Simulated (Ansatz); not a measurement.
# LaVIn2, from a guessed structure to a relaxed one

This structure for LaVIn2 is made up. Its elements were placed in a known structure type with a cell scaled to their sizes. What cell does the guess relax to, and how far off was it?

Program: Ansatz 0.2.0. Level of theory: DFT, PBEsol, plane-wave PAW, files of the set soft_1, scalar-relativistic, ferromagnetic start, cell and ions relaxed at zero pressure; PAW set soft_1. Results are calculated unless marked as measured.

In doubt: warnings of the run leave room for a lower electronic state, so energies may not be the lowest and differences between runs may mislead.

### Step 1. The starting structure

Symmetry: Cmcm, No. 63, orthorhombic system. The conventional cell has a = 4.471 Å, b = 10.342 Å, c = 8.048 Å, α = 90.00°, β = 90.00°, γ = 90.00°. Nearest to La lie 3 V at 2.91 to 3.18 Å. In has 3 V at 2.81 to 2.83 Å nearest. Nearest to V lie 6 In at 2.81 to 2.83 Å and 3 La at 2.91 to 3.18 Å. Farther neighbours are not listed.

### Step 2. Relaxation of the guess

The guessed cell has no reason to be at equilibrium. It is relaxed with the atoms, within the space group of the guess.

Contents of input.yaml:

```yaml
crystal:
  lattice:
    - [2.2355, -5.171, 0.0]
    - [2.2355, 5.171, 0.0]
    - [0.0, 0.0, 8.048]
  atoms:
    - { symbol: La, position: [0.0681, 0.9319, 0.75] }
    - { symbol: La, position: [0.9319, 0.0681, 0.25] }
    - { symbol: In, position: [0.6487, 0.3513, 0.4492] }
    - { symbol: In, position: [0.3513, 0.6487, 0.9492] }
    - { symbol: In, position: [0.3513, 0.6487, 0.5508] }
    - { symbol: In, position: [0.6487, 0.3513, 0.0508] }
    - { symbol: V, position: [0.7872, 0.2128, 0.75], spin: 2.0 }
    - { symbol: V, position: [0.2128, 0.7872, 0.25], spin: 2.0 }
magnetization:
  spin_polarized: true
kpoints:
  mp_grid: { grid: [7, 7, 4] }
scf:
  occupations: { method: fermi_dirac, width: 0.05 }
hamiltonian:
  xc: pbesol
  pseudopotentials: { kind: paw, azcp: { folder: soft_1 }, xc_functional: pbe }
relax:
  f_tol: 0.015
  max_steps: 70
  cell: {}
output:
  forces: true
  stress: true
```

The run is started by

```
$ ansatz run input.yaml --threads 4 --pin off --max-ram 10240MiB --backend cpu --events-out ev --progress --plain --runs-dir out
```

Numbers of over 12 decimals in the logs are rounded to 6 here.

The log of the run:

```text
Engine: ansatz 0.2.0, aarch64-unknown-linux-gnu
Pseudopotentials: kind: paw
Pseudopotential: La, paw, valence charge 11, recommended cutoff 420 eV (normal), soft_1/La.paw.azcp
Pseudopotential: In, paw, valence charge 13, recommended cutoff 420 eV (normal), soft_1/In.paw.azcp
Pseudopotential: V, paw, valence charge 13, recommended cutoff 420 eV (normal), soft_1/V.paw.azcp
Functional definition: PBEsol
  exchange = pbesol_x
  correlation = pbesol_c
Crystal: 8 atoms, lattice volume = 186.066 Å³
Basis set: ecut = 420 eV, 3677 PW (Γ), exchange–correlation on 80×80×108 points (8 copies of the dense FFT grid, shifted against one another)
Bands: 63, of which v1, the nominal top of the filled ones, is band 50 counted from 1 (49 counted from 0)
Symmetry: 8 space group operations
Space group: Cmcm (ITA 63), of the structure as read, at distance tolerance 5.7e-5 Å
Magnetic group: BNS 63.457 (UNI 555), of the structure as read, at distance tolerance 5.7e-5 Å
k-points: 48 of 196
Non-local potential: La, projectors of the file, l = 0: 3, l = 1: 2, l = 2: 2, l = 3: 3
Non-local potential: In, projectors of the file, l = 0: 2, l = 1: 2, l = 2: 2, l = 3: 1
Non-local potential: V, projectors of the file, l = 0: 3, l = 1: 2, l = 2: 3, l = 3: 1
PAW form: soft (Blöchl's): semilocal exchange-correlation on the pseudo side does not see the compensation charge
PAW frozen core: La, regenerated for the run's functional, and the local potential with it (the file was generated under x = pbe(κ = 0.804, μ = 0.219515), c = pbe(β = 0.066725))
PAW frozen core: In, regenerated for the run's functional, and the local potential with it (the file was generated under x = pbe(κ = 0.804, μ = 0.219515), c = pbe(β = 0.066725))
PAW frozen core: V, regenerated for the run's functional, and the local potential with it (the file was generated under x = pbe(κ = 0.804, μ = 0.219515), c = pbe(β = 0.066725))
PAW one-centre angular grid: La, 590 points (default); XC on 64 Gauss nodes
PAW one-centre angular grid: In, 590 points (default); XC on 64 Gauss nodes
PAW one-centre angular grid: V, 590 points (default); XC on 64 Gauss nodes
Initial density: superposition of atomic densities (chi_scale 0.1, normalization cell, long waves kept (reshape's long-wave potential 0.00 eV rms))
Starting moments: Σ|m| = 4 μB on 2 of 8 sites
Initial wavefunctions: pseudopotential atomic-orbital guess
Functional: x = pbesol(κ = 0.804, μ = 0.123457), c = pbesol(β = 0.046)
SCF iter   1: F=—  HF=-40197.349460 eV  |F-HF|=—  |Δ(HF+E_count)|=         —  Δρ=3.03e-2 (↑3.03e-2 ↓2.01e-2)  dr2=7.45e0  dr2_m=2.56e-1  M=3.277 μB ∫|m|=3.829 μB  β_m=0.30  ethr=3.10e-3  ⟨swp⟩=6.4  Hψ=21637  notcnv=0
Mixer restart at iter 1: flushing history
preconditioner: auto → Kerker (q_TF=auto, 2.460 Å⁻¹)  [metal: Δε(μ)=0.006 eV  Ē_g=10.719 eV  σ=0.050 eV  W_gap=0.03  n_scr=50 (ndim 8)  ℏωp=24.3 eV  f_vac=0.000  D(μ)=10.46/eV (n_scr^D=98)]
spin=Collinear: Kerker preconditioning applied to the charge; magnetization (m = ρ↑ − ρ↓) channel mixes plain (no charge-response kernel on spin).
SCF iter   2: F=—  HF=-40195.524124 eV  |F-HF|=—  |Δ(HF+E_count)|=    1.83e0  Δρ=1.54e-2 (↑1.54e-2 ↓1.47e-2)  dr2=3.09e0  dr2_m=7.33e-2  M=3.374 μB ∫|m|=3.924 μB  β_m=0.47  ethr=3.10e-3  ⟨swp⟩=5.6  Hψ=13384  notcnv=0  defer=164
SCF iter   3: F=—  HF=-40195.569430 eV  |F-HF|=—  |Δ(HF+E_count)|=   4.53e-2  Δρ=7.35e-3 (↑7.07e-3 ↓7.35e-3)  dr2=8.50e-1  dr2_m=5.95e-3  M=3.476 μB ∫|m|=4.094 μB  β_m=0.70  ethr=3.09e-3  ⟨swp⟩=4.0  Hψ=11419  notcnv=0  defer=170
SCF iter   4: F=—  HF=-40195.684647 eV  |F-HF|=—  |Δ(HF+E_count)|=   1.15e-1  Δρ=3.56e-3 (↑3.56e-3 ↓1.99e-3)  dr2=8.80e-2  dr2_m=7.85e-3  M=3.684 μB ∫|m|=4.379 μB  β_m=0.78  ethr=8.50e-4  ⟨swp⟩=4.3  Hψ=10372  notcnv=0  defer=244
SCF iter   5: F=—  HF=-40195.684836 eV  |F-HF|=—  |Δ(HF+E_count)|=         —  Δρ=5.77e-3 (↑3.81e-3 ↓5.77e-3)  dr2=1.35e-2  dr2_m=3.76e-2  M=4.176 μB ∫|m|=4.844 μB  β_m=0.78  ethr=8.80e-5  ⟨swp⟩=3.7  Hψ=9412  notcnv=0  defer=244
Mixer restart at iter 5: flushing history
SCF iter   6: F=—  HF=-40195.709509 eV  |F-HF|=—  |Δ(HF+E_count)|=   2.47e-2  Δρ=2.77e-3 (↑2.77e-3 ↓2.23e-3)  dr2=1.97e-3  dr2_m=1.03e-2  M=4.270 μB ∫|m|=4.955 μB  β_m=0.89  ethr=1.35e-5  ⟨swp⟩=2.9  Hψ=12430  notcnv=0  defer=244
SCF iter   7: F=—  HF=-40195.707529 eV  |F-HF|=—  |Δ(HF+E_count)|=   1.98e-3  Δρ=1.56e-3 (↑1.56e-3 ↓1.20e-3)  dr2=1.71e-2  dr2_m=1.32e-4  M=4.328 μB ∫|m|=5.040 μB  β_m=0.70  ethr=1.97e-6  ⟨swp⟩=3.3  Hψ=13516  notcnv=0  defer=248
SCF iter   8: F=—  HF=-40195.707628 eV  |F-HF|=—  |Δ(HF+E_count)|=   9.94e-5  Δρ=4.47e-4 (↑4.47e-4 ↓1.66e-4)  dr2=4.82e-4  dr2_m=6.95e-5  M=4.353 μB ∫|m|=5.064 μB  β_m=0.85  ethr=1.97e-6  ⟨swp⟩=3.1  Hψ=13224  notcnv=0  defer=262
SCF iter   9: F=—  HF=-40195.708095 eV  |F-HF|=—  |Δ(HF+E_count)|=   4.67e-4  Δρ=3.59e-4 (↑3.59e-4 ↓7.70e-5)  dr2=2.94e-4  dr2_m=6.47e-5  M=4.370 μB ∫|m|=5.085 μB  β_m=0.93  ethr=4.82e-7  ⟨swp⟩=2.0  Hψ=11020  notcnv=0  defer=262
SCF iter  10: F=—  HF=-40195.708193 eV  |F-HF|=—  |Δ(HF+E_count)|=   9.80e-5  Δρ=9.42e-5 (↑9.42e-5 ↓2.31e-5)  dr2=2.39e-5  dr2_m=3.89e-6  M=4.383 μB ∫|m|=5.102 μB  β_m=0.88  ethr=2.94e-7  ⟨swp⟩=2.3  Hψ=7312  notcnv=0  defer=262
SCF iter  11: F=—  HF=-40195.708192 eV  |F-HF|=—  |Δ(HF+E_count)|=   9.92e-7  Δρ=3.39e-5 (↑3.39e-5 ↓8.44e-6)  dr2=3.02e-6  dr2_m=5.71e-7  M=4.384 μB ∫|m|=5.104 μB  β_m=0.94  ethr=2.39e-8  ⟨swp⟩=2.5  Hψ=11025  notcnv=0  defer=262
SCF iter  12: F=—  HF=-40195.708193 eV  |F-HF|=—  |Δ(HF+E_count)|=   4.32e-7  Δρ=9.51e-6 (↑9.51e-6 ↓4.85e-6)  dr2=5.45e-7  dr2_m=1.34e-8  M=4.384 μB ∫|m|=5.103 μB  β_m=0.92  ethr=3.02e-9  ⟨swp⟩=2.0  Hψ=7051  notcnv=0  defer=262
SCF iter  13: F=—  HF=-40195.708193 eV  |F-HF|=—  |Δ(HF+E_count)|=   3.81e-8  Δρ=9.72e-7 (↑8.18e-7 ↓9.72e-7)  dr2=5.06e-9  dr2_m=5.49e-10  M=4.384 μB ∫|m|=5.103 μB  β_m=0.95  ethr=5.45e-10  ⟨swp⟩=2.0  Hψ=9188  notcnv=0  defer=262
SCF iter  14: F=-40195.708193 eV  HF=-40195.708193 eV  |F-HF|=5.68e-10  |Δ(HF+E_count)|=  1.89e-10  Δρ=6.10e-7 (↑6.10e-7 ↓2.04e-7)  dr2=9.10e-10  dr2_m=2.01e-10  M=4.384 μB ∫|m|=5.104 μB  ethr=5.06e-12  ⟨swp⟩=1.9  Hψ=18551  notcnv=0
SCF 1 converged in 14 iterations: F = -40195.708193 eV  dr2 = 9.10e-10
  greatest PAW one-centre occupation: 1.000 electrons in one spin orbital (limit 2), on the V atom at site 7 (counted from 0), in its partial waves of l = 0
relax step   1: F+E_penalty+E_count = -40195.70819266 eV  Δ(F+E_penalty+E_count) = +0.000e0 eV  max|allowed force component| = 4.928e-1 eV/Å  Δτ_max = 0.0000 Å  P = +1.231 GPa  Ω = 186.066 Å³  (14 SCF iters, dr2 threshold 1.00e-7 eV, accepted)
[...]
Basis set: ecut = 420 eV, 3725 PW (Γ), exchange–correlation on 90×90×100 points (8 copies of the dense FFT grid, shifted against one another)
Initial wavefunctions: pseudopotential atomic-orbital guess (no wavefunctions were taken with the density)
iter 1 solved again at ethr=1.57e-7 eV; its pass at ethr=3.10e-3 eV (dr2=1.57e-4 eV) is discarded
SCF iter   1: F=—  HF=-40196.005187 eV  |F-HF|=—  |Δ(HF+E_count)|=         —  Δρ=4.18e-4 (↑4.18e-4 ↓3.20e-4)  dr2=2.61e-5  dr2_m=8.27e-6  M=4.855 μB ∫|m|=5.705 μB  β_m=0.65  ethr=1.57e-7  ⟨swp⟩=4.1  Hψ=41348  notcnv=0
preconditioner: auto → Kerker (q_TF=auto, 2.326 Å⁻¹)  [metal: Δε(μ)=0.007 eV  Ē_g=11.791 eV  σ=0.050 eV  W_gap=0.04  n_scr=48 (ndim 8)  ℏωp=24.0 eV  f_vac=0.000  D(μ)=10.16/eV (n_scr^D=96)]
spin=Collinear: Kerker preconditioning applied to the charge; magnetization (m = ρ↑ − ρ↓) channel mixes plain (no charge-response kernel on spin).
SCF iter   2: F=—  HF=-40196.005809 eV  |F-HF|=—  |Δ(HF+E_count)|=   6.22e-4  Δρ=1.50e-4 (↑1.50e-4 ↓1.15e-4)  dr2=3.89e-6  dr2_m=1.05e-6  M=4.855 μB ∫|m|=5.705 μB  β_m=0.65  ethr=2.61e-8  ⟨swp⟩=1.3  Hψ=6357  notcnv=0
SCF iter   3: F=—  HF=-40196.005918 eV  |F-HF|=—  |Δ(HF+E_count)|=   1.09e-4  Δρ=6.12e-6 (↑6.12e-6 ↓3.39e-6)  dr2=1.21e-7  dr2_m=9.85e-9  M=4.855 μB ∫|m|=5.704 μB  β_m=0.61  ethr=3.89e-9  ⟨swp⟩=2.1  Hψ=9790  notcnv=0
SCF iter   4: F=—  HF=-40196.005918 eV  |F-HF|=—  |Δ(HF+E_count)|=   4.63e-7  Δρ=4.91e-6 (↑4.91e-6 ↓1.82e-6)  dr2=7.65e-8  dr2_m=1.06e-8  M=4.856 μB ∫|m|=5.705 μB  β_m=0.81  ethr=1.21e-10  ⟨swp⟩=2.0  Hψ=10900  notcnv=0
SCF iter   5: F=—  HF=-40196.005919 eV  |F-HF|=—  |Δ(HF+E_count)|=   4.11e-7  Δρ=6.90e-6 (↑6.90e-6 ↓1.71e-6)  dr2=1.35e-7  dr2_m=2.73e-8  M=4.856 μB ∫|m|=5.705 μB  β_m=0.90  ethr=7.65e-11  ⟨swp⟩=2.1  Hψ=7439  notcnv=0
SCF iter   6: F=—  HF=-40196.005919 eV  |F-HF|=—  |Δ(HF+E_count)|=   3.44e-7  Δρ=3.15e-6 (↑3.15e-6 ↓2.33e-6)  dr2=1.57e-8  dr2_m=1.16e-8  M=4.857 μB ∫|m|=5.706 μB  β_m=0.95  ethr=7.65e-11  ⟨swp⟩=3.0  Hψ=11797  notcnv=0
SCF iter   7: F=—  HF=-40196.005919 eV  |F-HF|=—  |Δ(HF+E_count)|=   1.43e-8  Δρ=5.06e-7 (↑5.06e-7 ↓4.13e-7)  dr2=1.27e-9  dr2_m=5.70e-11  M=4.857 μB ∫|m|=5.706 μB  β_m=0.91  ethr=1.57e-11  ⟨swp⟩=2.9  Hψ=10110  notcnv=0
SCF iter   8: F=—  HF=-40196.005909 eV  |F-HF|=—  |Δ(HF+E_count)|=   9.92e-6  Δρ=2.16e-7 (↑2.16e-7 ↓1.36e-7)  dr2=2.78e-10  dr2_m=2.33e-11  M=4.857 μB ∫|m|=5.706 μB  β_m=0.94  ethr=1.27e-12  ⟨swp⟩=2.4  Hψ=11072  notcnv=0
SCF iter   9: F=—  HF=-40196.005909 eV  |F-HF|=—  |Δ(HF+E_count)|=  2.76e-10  Δρ=5.87e-8 (↑5.87e-8 ↓3.53e-8)  dr2=1.03e-11  dr2_m=1.84e-12  M=4.857 μB ∫|m|=5.706 μB  β_m=0.97  ethr=1.00e-12  ⟨swp⟩=2.2  Hψ=7388  notcnv=0
SCF iter  10: F=—  HF=-40196.005909 eV  |F-HF|=—  |Δ(HF+E_count)|=  7.28e-12  Δρ=5.09e-8 (↑5.09e-8 ↓1.35e-8)  dr2=6.01e-12  dr2_m=1.61e-12  M=4.857 μB ∫|m|=5.706 μB  β_m=0.99  ethr=1.00e-12  ⟨swp⟩=1.0  Hψ=6048  notcnv=0
SCF iter  11: F=-40196.005909 eV  HF=-40196.005909 eV  |F-HF|=7.28e-12  |Δ(HF+E_count)|=    0.00e0  Δρ=4.20e-8 (↑4.20e-8 ↓5.07e-9)  dr2=7.04e-12  dr2_m=7.10e-13  M=4.857 μB ∫|m|=5.706 μB  ethr=1.00e-12  ⟨swp⟩=3.0  Hψ=19365  notcnv=0
SCF 10 converged in 11 iterations: F = -40196.005909 eV  dr2 = 7.04e-12
relax step  10: F+E_penalty+E_count = -40196.00590927 eV  Δ(F+E_penalty+E_count) = -3.264e-3 eV  max|allowed force component| = 3.357e-3 eV/Å  Δτ_max = 0.0000 Å  P = -0.008 GPa  Ω = 191.325 Å³  stress off target by 3.86e-2 GPa  SCF on the basis re-selected at this cell (its energy is not comparable with the rows above)  (11 SCF iters)
basis re-selected at this cell: Δ(F+E_penalty+E_count) = -3.264e-3 eV, ΔP = +0.020 GPa vs the last step (what re-selecting the basis moved, of the pressure what is left beyond the Pulay correction that the steps carried, after the strain that the cell walked since its last selection, with what the two solves' SCF thresholds leave and, on support functions, any second-order correction that the steps lacked; it is no measure of the basis error at this ecutwfc). The dense FFT grid was sized anew with the basis: this SCF ran on 45×45×50 points, the steps before it on 40×40×54, so part of this shift can come from that change (see relax.cell in the input reference). [rest of the remark cut]
WARN: an SCF from antiferromagnetic starting moments (0.00, 0.00, 0.00, 0.00, 0.00, 0.00, -2.21, 2.21 Bohr magnetons, atom by atom) was not made, by what the run has read of turns of its moments that order reads lower: the deck asks for what bars it, or types moments that do (magnetization.spin_polarized, in the input reference, names some of the keys), or the run goes by scf.lower_state_search: light, the default, which as a rule tries one only behind a close that has lost an order of both signs, or on which an open d or half-filled 4f shell of a PAW file has lost a moment that was set nearer to Hund's than to what is left; [rest of the remark cut]
SCF converged after 11 iterations
Magnetization: 4.8571 μB (52.4285 up, 47.5715 down)
Absolute magnetization: 5.7195 μB (∫|ρ↑−ρ↓|, with the PAW one-centre terms)
Spin contamination: 0.4415 ħ² per cell (⟨S²⟩ above its minimum at these occupations)
Per-site moments (μB) at R_I (Å): [(0.00235716, 1.277483), (0.00235716, 1.277483), (-0.017914, 1.182577), (-0.017914, 1.182577), (-0.017914, 1.182577), (-0.017914, 1.182577), (2.189004, 1.182577), (2.189004, 1.182577)]
Free energy (F): -40196.005909 eV
Harris-Foulkes:  -40196.005909 eV  (|F-HF|=7.28e-12)
Internal energy: -40195.923442 eV  (E = F + TS)
E sigma→0 (E₀):  -40195.964676 eV
Entropy (-TS):   -0.082467 eV (-10.308 meV/atom)
Fermi energy:    12.086048 eV
--- Per-component energies (eV) ---
  E_band       = -446.241331
  E_kinetic    = 1843.344781
  E_local      = -7378.163912  (includes V_loc(G=0)·N_el)
  E_nonlocal   = 1661.165044
  E_hartree    = 3025.979230
  E_xc         = -1081.746705
  E_vxc        = -941.580825  (∫ρ·V_xc dr)
  E_paw        = -29408.080019  (= ΣΔE_a)
  E_vpaw       = -1682.967404  (= ΣTr[D̂ρ^β])
  E_aug_tail   = 0.002684  (compensation charges beyond the density's cutoff)
  E_ewald      = -8860.005591
  E_core_change = 1.581045  (= ΣΔE_core)
  E_smearing   = -0.082467  (= −TS)
  E_closure    = -0.000000  (closes the sum)
  Σ components = -40196.005909   (vs F -40196.005909, Δ=0.00e0)
--- Forces (eV/Å), atoms counted from 1 ---
  atom   1  La     0.00000000    -0.00275439    -0.00000000
  atom   2  La     0.00000000     0.00275439     0.00000000
  atom   3  In     0.00000000    -0.00148022     0.00208485
  atom   4  In     0.00000000     0.00148022     0.00208485
  atom   5  In    -0.00000000     0.00148022    -0.00208485
  atom   6  In     0.00000000    -0.00148022    -0.00208485
  atom   7  V      0.00000000     0.00335719     0.00000000
  atom   8  V      0.00000000    -0.00335719    -0.00000000
  max |Σ_I F_I| component: 6.94e-18 eV/Å
--- Stress (GPa, compression-positive) ---
       -0.001928       0.000000      -0.000000
        0.000000       0.016759       0.000000
       -0.000000       0.000000      -0.038622
  P = ⅓ Tr σ = -0.0079 GPa (-0.079 kbar)
--- Relaxed structure (9 steps of the walk, 9 accepted, 1 SCFs on fresh bases) ---
  F+E_penalty+E_count = -40196.00590927 eV   max|allowed force component| = 3.357e-3 eV/Å   (the final SCF, on the basis selected at the relaxed cell)
  cell:  # Å, volume = 191.3250 Å³
    - [2.348618, -5.548527, 0.0]
    - [2.348618, 5.548527, 0.0]
    - [0.0, 0.0, 7.340938]
  atoms:
    - { symbol: La, position: [0.074417, 0.925583, 0.75] }
    - { symbol: La, position: [0.925583, 0.074417, 0.25] }
    - { symbol: In, position: [0.632845, 0.367155, 0.445883] }
    - { symbol: In, position: [0.367155, 0.632845, 0.945883] }
    - { symbol: In, position: [0.367155, 0.632845, 0.554117] }
    - { symbol: In, position: [0.632845, 0.367155, 0.054117] }
    - { symbol: V, position: [0.795340, 0.204660, 0.75] }
    - { symbol: V, position: [0.204660, 0.795340, 0.25] }
```

Wall time 3.6 min (4 threads of Arm Neoverse V2, shared host); peak memory 1.2 GiB.

Step by step:

| step | energy less that of the first step (eV) | largest force component (eV/Å) | pressure (GPa) | volume (Å³) |
| --- | --- | --- | --- | --- |
| 1 | 0.0000 | 0.4928 | 1.23 | 186.07 |
| 2 | -0.0760 | 0.3738 | -0.23 | 188.36 |
| 3 | -0.1451 | 0.0634 | -0.19 | 188.53 |
| 4 | -0.1762 | 0.0978 | 0.11 | 188.04 |
| 5 | -0.2399 | 0.2213 | 1.01 | 187.29 |
| 6 | -0.2846 | 0.1144 | 0.25 | 189.85 |
| 7 | -0.2926 | 0.0466 | -0.01 | 190.96 |
| 8 | -0.2942 | 0.0211 | 0.09 | 191.04 |
| 9 | -0.2945 | 0.0025 | -0.03 | 191.32 |
| 10* | -0.2977 | 0.0034 | -0.01 | 191.32 |

Relaxation steps marked * repeat the geometry before them on a plane-wave basis chosen anew for their cell, so energy and pressure can jump there.

Forces are held to the 8 operations that the run works with; a distortion that breaks them can't arise in this run.

| conventional cell, symmetrised | before | after | change |
| --- | --- | --- | --- |
| a (Å) | 4.471 | 4.697 | +5.1 % |
| b (Å) | 10.342 | 11.097 | +7.3 % |
| c (Å) | 8.048 | 7.341 | -8.8 % |
| volume (Å³/atom) | 23.26 | 23.92 | +2.8 % |

The atoms that moved most (Å, as changes of fractional coordinates times the final cell):

| atom | dx | dy | dz | length |
| --- | --- | --- | --- | --- |
| In5 | 0.000 | -0.176 | 0.024 | 0.178 |
| In4 | 0.000 | -0.176 | -0.024 | 0.178 |
| In6 | 0.000 | 0.176 | 0.024 | 0.178 |
| In3 | 0.000 | 0.176 | -0.024 | 0.178 |
| V7 | 0.000 | -0.090 | 0.000 | 0.090 |
| V8 | 0.000 | 0.090 | 0.000 | 0.090 |
| La1 | 0.000 | -0.070 | 0.000 | 0.070 |
| La2 | 0.000 | 0.070 | 0.000 | 0.070 |

Final coordinates:

```xyz
8
Lattice="2.3486 -5.5485 0.0000 2.3486 5.5485 0.0000 0.0000 0.0000 7.3409" Properties=species:S:1:pos:R:3 pbc="T T T"
La    2.3486    4.7227    5.5057
La    2.3486   -4.7227    1.8352
In    2.3486   -1.4742    3.2732
In    2.3486    1.4742    6.9437
In    2.3486    1.4742    4.0677
In    2.3486   -1.4742    0.3973
V     2.3486   -3.2774    5.5057
V     2.3486    3.2774    1.8352
```

Numbers from this step:

* free energy: -40196.0059 eV
* energy at zero smearing: -40195.9647 eV
* smearing term TS: 0.08247 eV
* Fermi energy: 12.09 eV
* magnetization: 4.857 μB
* absolute magnetization: 5.720 μB
* site moments: 0.002357, 0.002357, -0.01791, -0.01791, -0.01791, -0.01791, 2.189, 2.189 μB
* electrons: 100
* symmetry operations: 8
* pressure: -0.007930 GPa

Site moment by atom:

| atom | site moment (μB) |
| --- | --- |
| La1 | 0.00 |
| La2 | 0.00 |
| In3 | -0.02 |
| In4 | -0.02 |
| In5 | -0.02 |
| In6 | -0.02 |
| V7 | 2.19 |
| V8 | 2.19 |

Shortest distances by pair of elements, guess and relaxed (not always the same contact):

| pair | guess (Å) | relaxed (Å) |
| --- | --- | --- |
| In–V | 2.813 | 2.867 |
| In–In | 3.171 | 2.876 |
| La–V | 2.905 | 3.097 |
| In–La | 3.339 | 3.305 |
| La–La | 4.263 | 4.025 |

The relaxation ends with a largest force component of 0.0034 eV/Å and a pressure of -0.01 GPa.

### Step 3. Outcome

```json
{
  "space group, relaxed": "Cmcm",
  "conventional cell": "a = 4.697, b = 11.097, c = 7.341 Å; α = 90.0°, β = 90.0°, γ = 90.0°",
  "volume per atom": "23.92 Å³ (guess 23.26)",
  "total moment": "4.86 μB in the cell of 8 atoms"
}
```

**Reading.** LaVIn2 relaxes to Cmcm with a = 4.697, b = 11.097 and c = 7.341 Å. The guessed volume was 3 % too small. The space group Cmcm was held in the relaxation, so the end point is a stationary structure within it and may be a saddle against distortions or other arrangements. The input starts from parallel moments, and no other start was typed. The electronic state may lie above the lowest one. Mesh and cutoff weren't tested. A vector of the cell changed its length by 9 %, more than the volume shows. Spin-orbit coupling is left out, which can matter for elements this heavy. No dispersion term is used, so weakly bound directions may come out too long. The program estimates, without running it, that another magnetic order lies lower than the one relaxed here. Nothing here tests whether the compound is stable against decomposition.

[Logs are printed without paths, hosts, clocks, repeated set-up lines and the standing remarks that a program may print on its own settings, such as how far it seeks lower states.]

[Hosts, paths, dates, database ids (printed as entryN), source tags and the programs' standing remarks are cut or masked in the printed files.]
